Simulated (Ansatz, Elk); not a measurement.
**How far do independent atoms describe CoBiS3?**

Structure refinements treat a crystal as free atoms side by side. For a made-up structure of CoBiS3 (cell and positions from a PBE relaxation) the runs below show what the calculated density changes in F(hkl).

Method: DFT, PBE, all-electron APW+lo, Dirac cores, scalar-relativistic bands, static density, no spin, in Elk 11.2.3 (patched build).

The structure was built from a prototype and need not be the compound's stable phase.

## 1. Set-up

The structure is tetragonal, space group P4mm (No. 99). Conventional cell: a = 4.289 Å, b = 4.289 Å, c = 5.583 Å, α = 90.00°, β = 90.00°, γ = 90.00°. Bi has 8 S at 2.78 to 3.19 Å nearest. Co has 5 S at 2.17 to 2.24 Å nearest. Nearest to S lie 2 Co at 2.24 Å and 2 Bi at 2.78 Å. S has 1 Co at 2.17 Å and 4 Bi at 3.19 Å nearest. Farther neighbours and most contacts between anions are not listed.

As a file:

```cif
data_structure
_symmetry_space_group_name_H-M 'P 1'
_symmetry_Int_Tables_number 1
_cell_length_a 4.2895
_cell_length_b 4.2895
_cell_length_c 5.5827
_cell_angle_alpha 90.000
_cell_angle_beta 90.000
_cell_angle_gamma 90.000
_cell_volume 102.72
loop_
_atom_site_label
_atom_site_type_symbol
_atom_site_fract_x
_atom_site_fract_y
_atom_site_fract_z
_atom_site_occupancy
Bi1 Bi 0.00000 0.00000 0.02820 1
Co2 Co 0.50000 0.50000 0.59543 1
S3 S 0.00000 0.50000 0.71083 1
S4 S 0.50000 0.50000 0.20631 1
S5 S 0.50000 0.00000 0.71083 1
```

## 2. Ground state and structure factors

An all-electron density is needed, since X-rays see the cores too. Task 0 finds the density and task 195 Fourier-transforms it; tshift is off so that phases refer to the origin typed.

The input, elk.in:

```
tasks
  0
  195

xctype
  20

spinpol
  .false.

rgkmax
  7.0

gmaxvr
  14.0

lmaxo
  7

lmaxapw
  8

swidth
  0.002

tshift
  .false.

hmaxvr
  5.5

maxscl
  120

epspot
  1e-06

sppath
  './'

avec
  8.10590769627 -0.00000000000 -0.00000000000
  -0.00000000000 8.10590769627 0.00000000000
  -0.00000000000 0.00000000000 10.54974872449

atoms
  3
  'Bi.in'
  1
  0.0000000000 0.0000000000 0.0281960443   0.000000 0.000000 0.000000
  'Co.in'
  1
  0.5000000000 0.5000000000 0.5954289906   0.000000 0.000000 0.000000
  'S.in'
  3
  0.0000000000 0.5000000000 0.7108307170   0.000000 0.000000 0.000000
  0.5000000000 0.5000000000 0.2063135312   0.000000 0.000000 0.000000
  0.5000000000 0.0000000000 0.7108307170   0.000000 0.000000 0.000000

ngridk
  5 5 4
```

On the command line:

```
$ OMP_NUM_THREADS=4 elk
```

Numbers of over 12 decimals in the logs are rounded to 6 here.

Log:

```text
┌─────────────────────────┐
│ Elk code version 11.2.3 │
└─────────────────────────┘

All units are atomic (Hartree, Bohr, etc.)

┌─────────────────────────────────────────────────┐
│ Ground-state run starting from atomic densities │
└─────────────────────────────────────────────────┘

Lattice vectors :
   8.105907696      -0.000000000      -0.000000000
  -0.000000000       8.105907696       0.000000000
  -0.000000000       0.000000000       10.54974872

Reciprocal lattice vectors :
  0.7751365476       0.000000000       0.000000000
   0.000000000      0.7751365476       0.000000000
   0.000000000       0.000000000      0.5955767736

Unit cell volume      :    693.1790423
Brillouin zone volume :   0.3578443639

Muffin-tin inner radius fraction :   0.1000000000E-01

Nuclei treated as point charges

Species : 1 (Bi)
 parameters loaded from : Bi.in
 name : bismuth
 nuclear charge    :   -83.00000000
 electronic charge :    83.00000000
 atomic mass :    380947.9285
 muffin-tin radius :    2.800000000
 number of radial points in muffin-tin :   1393
 inner part over the whole radius :   0.9976520004E-02
 number on inner part of muffin-tin    :   1001
 approximate nuclear radius :   0.1052171418E-03
 number of mesh points to nuclear radius :    526
 atomic positions (lattice), magnetic fields (Cartesian) :
  1 :   0.00000000  0.00000000  0.02819604    0.00000000  0.00000000  0.00000000

Species : 2 (Co)
 parameters loaded from : Co.in
 name : cobalt
 nuclear charge    :   -27.00000000
 electronic charge :    27.00000000
 atomic mass :    107428.6517
 muffin-tin radius :    2.115688863
 number of radial points in muffin-tin :    993
 inner part over the whole radius :   0.9899982529E-02
 number on inner part of muffin-tin    :    698
 approximate nuclear radius :   0.7243775530E-04
 number of mesh points to nuclear radius :    336
 atomic positions (lattice), magnetic fields (Cartesian) :
  1 :   0.50000000  0.50000000  0.59542899    0.00000000  0.00000000  0.00000000

Species : 3 (S)
 parameters loaded from : S.in
 name : sulphur
 nuclear charge    :   -16.00000000
 electronic charge :    16.00000000
 atomic mass :    58450.91931
 muffin-tin radius :    1.939381458
 number of radial points in muffin-tin :    793
 inner part over the whole radius :   0.9887972169E-02
 number on inner part of muffin-tin    :    552
 approximate nuclear radius :   0.6195814986E-04
 number of mesh points to nuclear radius :    253
 atomic positions (lattice), magnetic fields (Cartesian) :
  1 :   0.00000000  0.50000000  0.71083072    0.00000000  0.00000000  0.00000000
  2 :   0.50000000  0.50000000  0.20631353    0.00000000  0.00000000  0.00000000
  3 :   0.50000000  0.00000000  0.71083072    0.00000000  0.00000000  0.00000000

Total number of atoms per unit cell :    5
Total muffin-tin volume :    223.2848249
 ratio of muffin-tin to unit cell volume :   0.3221171028

Spin treatment :
 spin-unpolarised

Number of Bravais lattice symmetries :   16
Number of crystal symmetries         :    8
Crystal has no inversion symmetry
Complex Hermitian eigensolver will be used

k-point grid :      5     5     4
k-point offset :    0.000000000       0.000000000       0.000000000
k-point set is reduced with full crystal symmetry group
Total number of k-points :       24

Muffin-tin radius times maximum |G+k| :    7.000000000
 using average radius
Maximum |G+k| for APW functions       :    3.260717697
Maximum (1/2)|G+k|²                   :    5.316139951
Maximum |G| for potential and density :    14.00000000
Constant for pseudocharge density :   10
 order of it for each species :   17  17  17
 order of it for pair densities of each species (exact exchange by exxq0 0: 18) :   16   9   7
Radial integration step length :    1

G-vector grid sizes :     40    40    48
Number of G-vectors :    32111

Maximum angular momentum used for
 APW functions            :    8
 outer part of muffin-tin :    7
 inner part of muffin-tin :    2

Total nuclear charge    :   -158.0000000
[...]
Density of states at Fermi energy :    99.55318756
 (states/Hartree/unit cell)

Estimated indirect band gap :   0.1810568403E-02
 from k-point 20 to k-point 14
Estimated direct band gap   :   0.9177123914E-02
 at k-point 1

Charges :
 core                        :    110.0000000
 valence                     :    48.00000000
 interstitial                :    10.09029060
 muffin-tins (core leakage)
  species : 1 (Bi)
   atom 1                    :    80.49863863     (  0.6979565260E-03)
  species : 2 (Co)
[...]
species : 3 (S)
[...]
total in muffin-tins        :    147.9097094
 total calculated charge     :    157.9955195
 total charge                :    158.0000000
 error                       :   0.4480499441E-02

RMS change in Kohn-Sham potential (target) :   0.4515841728     (  0.1000000000E-05)
Absolute change in total energy (target)   :   0.9530829302E-01 (  0.1000000000E-03)

[... loops 3 to 18 left out ...]

┌──────────────────┐
│ Loop number : 19 │
└──────────────────┘

Energies :
 Fermi                       :     0.222592
 sum of occupied eigenvalues :     -14850.215271494
 electron kinetic            :      27863.196136506
 core electron kinetic       :      27540.070727570
 Coulomb                     :     -51500.494980597
 Coulomb potential           :     -42014.552062418
 nuclear-nuclear             :     -1810.7854455433
 electron-nuclear            :     -57391.918371158
 Hartree                     :      7702.2088361036
 Madelung                    :     -30493.218949388
 xc potential                :     -698.85934558215
 exchange                    :     -527.03385447113
 correlation                 :     -8.304735
 electron entropic           :    -0.17206694225257E-02
 total energy                :     -24172.639153974

Density of states at Fermi energy :    138.8444482
 (states/Hartree/unit cell)

Estimated indirect band gap :   0.9313869675E-03
 from k-point 21 to k-point 12
Estimated direct band gap   :   0.1068306709E-02
 at k-point 21

Charges :
 core                        :    110.0000000
 valence                     :    48.00000000
 interstitial                :    10.41208262
 muffin-tins (core leakage)
  species : 1 (Bi)
[...]
species : 2 (Co)
[...]
species : 3 (S)
[...]
total in muffin-tins        :    147.5879174
 total calculated charge     :    157.9955641
 total charge                :    158.0000000
 error                       :   0.4435915154E-02

RMS change in Kohn-Sham potential (target) :   0.5625801117E-06 (  0.1000000000E-05)
Absolute change in total energy (target)   :   0.8916250590E-04 (  0.1000000000E-03)

Convergence targets achieved

┌──────────────────┐
│ Loop number : 20 │
└──────────────────┘

Energies :
 Fermi                       :     0.222592
 sum of occupied eigenvalues :     -14850.215264056
 electron kinetic            :      27863.196150381
 core electron kinetic       :      27540.070730695
 Coulomb                     :     -51500.494983477
 Coulomb potential           :     -42014.552052406
 nuclear-nuclear             :     -1810.7854455433
 electron-nuclear            :     -57391.918386844
 Hartree                     :      7702.2088489105
 Madelung                    :     -30493.218957274
 xc potential                :     -698.85936203048
 exchange                    :     -527.03385498286
 correlation                 :     -8.304735
 electron entropic           :    -0.17206700327999E-02
 total energy                :     -24172.639143503

Density of states at Fermi energy :    138.8444960
 (states/Hartree/unit cell)

Estimated indirect band gap :   0.9314340124E-03
 from k-point 21 to k-point 12
Estimated direct band gap   :   0.1068293248E-02
 at k-point 21

Charges :
 core                        :    110.0000000
 valence                     :    48.00000000
 interstitial                :    10.41208244
 muffin-tins (core leakage)
  species : 1 (Bi)
[...]
species : 2 (Co)
[...]
species : 3 (S)
   atom 1                    :    13.68530322     (  0.3960297326E-03)
   atom 2                    :    13.62899482     (  0.3934992753E-03)
   atom 3                    :    13.68530322     (  0.3960297326E-03)
 total in muffin-tins        :    147.5879176
 total calculated charge     :    157.9955641
 total charge                :    158.0000000
 error                       :   0.4435914740E-02

┌──────────────────────────────┐
│ Self-consistent loop stopped │
└──────────────────────────────┘

Warning : core states of species 1 leak from the muffin-tin :   0.6620737287E-03

Warning : core states of species 2 leak from the muffin-tin :   0.2022203786E-02

Warning : core states of species 3 leak from the muffin-tin :   0.3960297326E-03

Wrote STATE.OUT
```

It took 48 s on 4 threads of Arm Neoverse V1, shared host; peak memory 0.22 GiB.

SFACRHO.OUT:

```text

h k l indices transformed by vhmat matrix:
   1.000000000       0.000000000       0.000000000    
   0.000000000       1.000000000       0.000000000    
   0.000000000       0.000000000       1.000000000    

      h      k      l  multipl.   |H|            Re(F)            Im(F)           |F|

      0      0      0      1   0.0000000       158.00000      0.15151080E-15   158.00000    
      0      0     -1      1  0.59557677       53.816915       14.559305       55.751536    
      0      0      1      1  0.59557677       53.816915      -14.559305       55.751536    
      0     -1      0      4  0.77513655       38.771888     -0.50051856E-14   38.771888    
     -1      0      1      4  0.97752154       89.035950       13.797344       90.098652    
      0      1     -1      4  0.97752154       89.035950      -13.797344       90.098652    
     -1      1      0      4   1.0962086       83.197039      0.10273890E-14   83.197039    
      0      0     -2      1   1.1911535       44.437249      -62.670893       76.826492    
      0      0      2      1   1.1911535       44.437249       62.670893       76.826492    
      1     -1     -1      4   1.2475516       60.918980      -33.899278       69.715731    
      1      1      1      4   1.2475516       60.918980       33.899278       69.715731    
      0      1     -2      4   1.4211557       66.465237      0.91049970       66.471474    
      0      1      2      4   1.4211557       66.465237     -0.91049970       66.471474    
      2      0      0      4   1.5502731       118.28441     -0.93517072E-14   118.28441    
     -1      1      2      4   1.6188021       78.886732       37.181128       87.209820    
     -1      1     -2      4   1.6188021       78.886732      -37.181128       87.209820    
      0      2     -1      4   1.6607403       47.143629       8.9123416       47.978658    
      2      0      1      4   1.6607403       47.143629      -8.9123416       47.978658
```

Elk indexes on the primitive cell of elk.in and gives |H| = 4π sin θ/λ in inverse bohr. Below, one row stands for each form hkl of the conventional cell (m members, Friedel mates merged), F is for one primitive cell and the density is static (no thermal factor). Free-atom factors are Waasmaier and Kirfel's, and R is Σm||F|−|F'||/Σm|F|.

| hkl | m | sin θ/λ (Å⁻¹) | abs F, DFT | neutral atoms | diff. | abs of complex diff. |
| --- | --- | --- | --- | --- | --- | --- |
| 001 | 2 | 0.090 | 55.752 | 55.989 | -0.237 | 0.349 |
| 100 | 4 | 0.117 | 38.772 | 39.336 | -0.564 | 0.564 |
| 101 | 8 | 0.147 | 90.099 | 90.084 | +0.015 | 0.136 |
| 110 | 4 | 0.165 | 83.197 | 83.350 | -0.153 | 0.153 |
| 002 | 2 | 0.179 | 76.826 | 76.863 | -0.037 | 0.426 |
| 111 | 8 | 0.188 | 69.716 | 69.672 | +0.044 | 0.285 |
| 102 | 8 | 0.214 | 66.471 | 66.491 | -0.019 | 0.064 |
| 200 | 4 | 0.233 | 118.284 | 118.354 | -0.070 | 0.070 |
| 112 | 8 | 0.243 | 87.210 | 87.156 | +0.054 | 0.056 |
| 201 | 8 | 0.250 | 47.979 | 47.890 | +0.089 | 0.118 |
| 210 | 8 | 0.261 | 36.831 | 36.653 | +0.178 | 0.178 |
| 003 | 2 | 0.269 | 69.522 | 69.567 | -0.046 | 0.237 |
| 211 | 16 | 0.276 | 76.931 | 77.008 | -0.077 | 0.080 |
| 103 | 8 | 0.293 | 79.448 | 79.566 | -0.119 | 0.119 |
| 202 | 8 | 0.294 | 66.398 | 66.490 | -0.092 | 0.192 |
| 113 | 8 | 0.315 | 38.738 | 38.706 | +0.032 | 0.230 |
| 212 | 16 | 0.316 | 58.777 | 58.707 | +0.070 | 0.318 |
| 220 | 4 | 0.330 | 102.710 | 102.914 | -0.204 | 0.204 |
| 221 | 8 | 0.342 | 43.742 | 43.726 | +0.016 | 0.195 |
| 300 | 4 | 0.350 | 34.543 | 34.369 | +0.174 | 0.174 |
| 203 | 8 | 0.356 | 62.669 | 62.643 | +0.026 | 0.064 |
| 004 | 2 | 0.358 | 52.958 | 53.189 | -0.231 | 0.233 |

## 3. Summary of results

- R against neutral atoms, sin θ/λ < 0.3 Å⁻¹: 0.14 %
- R against neutral atoms, 0.3 to 0.76 Å⁻¹: 0.10 %

What this shows: Independent neutral atoms miss the calculated amplitudes by R = 0.14 % below 0.3 Å⁻¹ and 0.10 % from there to 0.76 Å⁻¹; by shells, 0.29 % below 0.15 Å⁻¹ (3 forms), 0.12 % 0.15 to 0.3 (12 forms), 0.08 % 0.3 to 0.45 (23 forms), 0.10 % above 0.45 (111 forms). Bonding, aspherical density and the tables' own atoms all enter these figures, and the runs don't part them. The largest change of an amplitude is -0.56 electrons, at 100. R counts amplitudes alone; phases shift too. The basis has no finished test. The k-mesh has no finished test. These runs have no spin, though d or f shells may be open. Spin-orbit coupling is left out, which can matter for elements this heavy. Part of the difference isn't bonding: the tables are fits to free atoms and ions calculated by other methods than this functional. Thermal motion, anomalous dispersion and extinction are left out.

[Logs are printed without paths, hosts, clocks, repeated set-up lines and the standing remarks that a program may print on its own settings, such as how far it seeks lower states.]

[Hosts, paths, dates, database ids (printed as entryN), source tags and the programs' standing remarks are cut or masked in the printed files.]
